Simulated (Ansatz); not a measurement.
# The potential step between two gates: 1T-SnS2 under 1T-PbSTe, AB

Two oppositely charged gates put a neutral stack in a displacement field D. The voltage between them is D/ε₀ times an electrical distance, shorter than the real one because the stack screens.

Set-up. Ansatz 0.2.0, plane waves with PAW datasets (its set soft_2), PBE-D3(BJ); isolated slab, charged sheets 4.5 Å from the outer atoms behind model barriers, atoms held. Voltages count from the uncharged case.

```tsv
run	D/ε₀ (V/nm)	step in an electron's potential, upper less lower gate (eV)
run 1	−1.810	−1.362
run 2	0.000	0.000
run 3	0.905	0.679
run 4	1.810	1.358
run 5	2.714	2.035
run 6	3.619	?
```

**Question.** What value belongs in the row marked “?”, and how far can the other rows tell?

A least-squares line through the 5 rows shown has slope 0.7509 and intercept −0.0015; no row lies more than 0.002 eV off it. The size of the slope, 0.751 nm, is the electrical distance; the sheets are 1.912 nm apart, and screening reaches beyond the outer atoms. At 3.619 it gives 0.7509 × 3.619 + (−0.0015) = 2.716 eV, beyond the rows fitted. Rounding and scatter of the rows alone allow about ±0.002 eV there.

The run itself gives 2.711 eV: a miss of −0.005 eV, or 0.2 % of the value. Screening stays linear to within 1 % over this range.

**Limits.** The gates are model sheets, not atoms. Spin-orbit coupling is left out, which changes the bands of elements this heavy.

[Logs are printed without paths, hosts, clocks, repeated set-up lines and the standing remarks that a program may print on its own settings, such as how far it seeks lower states.]
